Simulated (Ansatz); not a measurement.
# Gate voltage at the highest density: 2H-MoOSe monolayer

A layer charged from two gates alike needs a voltage that grows with the carrier density; the slope is e over the total capacitance.

Set-up. Ansatz 0.2.0, plane waves with PAW datasets (its set soft_2), PBE-D3(BJ); isolated slab, charged sheets 4 Å from the outer atoms behind model barriers, atoms held, Fermi-Dirac smearing of 0.05 eV. The voltage is that of the gates (their mean) against the layer's Fermi level, from the uncharged case, which has a gap of 0.87 eV.

| run | added electrons (10¹³ per cm²) | gate voltage (V) |
| --- | --- | --- |
| run 1 | 1.00 | 0.67 |
| run 2 | 3.00 | 1.31 |
| run 3 | 10.00 | ? |

Q: Estimate the withheld value from the rows shown.

Two rows fix a line: slope = (1.31 − 0.67) / (3.00 − 1.00) = 0.3200, intercept 0.3500. The capacitance is 1.602/0.3200 = 5.01 µF/cm², against 4.43 µF/cm² for plates 4 Å apart in vacuum on both sides; it is the larger, as where the added charge has its centre outside the outer atoms (not examined here). The intercept is mostly the shift of the Fermi level from inside the gap to the band edge. At 10.00 it gives 0.3200 × 10.00 + 0.3500 = 3.55 V, beyond the rows fitted. Rounding of the rows alone allows about ±0.040 V there; two rows can't show whether the line holds.

The run itself gives 3.40 V: a miss of −0.15 V, or 4.4 % of the value. The capacitance rises towards the highest density.

**Limits.** The gates are model sheets, not atoms, and low densities sample few k-points.
